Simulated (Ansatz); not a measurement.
An input for Ansatz 0.2.0 (CsPbCl3 (Pm-3m)):

```yaml
crystal:
  lattice:
    - [5.605, 0.0, 0.0]
    - [0.0, 5.605, 0.0]
    - [0.0, 0.0, 5.605]
  atoms:
    - { symbol: Cs, position: [0.0, 0.0, 0.0] }
    - { symbol: Pb, position: [0.5, 0.5, 0.5] }
    - { symbol: Cl, position: [0.5, 0.5, 0.0] }
    - { symbol: Cl, position: [0.0, 0.5, 0.5] }
    - { symbol: Cl, position: [0.5, 0.0, 0.5] }
kpoints:
  mp_grid: { grid: [4, 4, 4] }
hamiltonian:
  xc: pbe
scf:
  occupations: { method: fixed }
gw:
  n_empty_bands: 965
  ecut_chi: 180.0
  qp_bands: [v2, c2]
  qp_kpoints: band_edges
  screening: { model: godby_needs }
```

```sh
ansatz run input.yaml --threads 3 --pin off --max-ram 64512MiB --backend cuda --events-out ev --progress --plain --runs-dir out --devices 1 --max-vram 24GiB  # rebuilt from the run's record
```

Question: How long will it take on 1 × NVIDIA H100 80GB HBM3 (shared by 3 runs) with 3 threads of AMD EPYC 7R13 (Zen 3), shared host, and how much memory?

It took 21 s; on shared hardware allow 11 s to 43 s. Peak host memory was 5.1 GiB. The sizes that set the cost: 3407 plane waves a state, 10 irreducible k points, 987 bands summed, 949 plane waves in the screening and 6 SCF cycles.

The screening grows as filled bands × empty bands × pairs of k points, times the square of the screening basis for the matrix.

[Paths, hosts, dates, memory and timing lines, banners, echoed tables and standing remarks are left out of the program output.]

[Logs are printed without paths, hosts, clocks, repeated set-up lines and the standing remarks that a program may print on its own settings, such as how far it seeks lower states.]

[Runs of the session that timed out or met a known fault of the program may be left out.]

[Cells called generated may have been cut or substituted from an entry of the Crystallography Open Database or the Materials Project.]

[Hosts, paths, dates, database ids (printed as entryN), source tags and the programs' standing remarks are cut or masked in the printed files.]
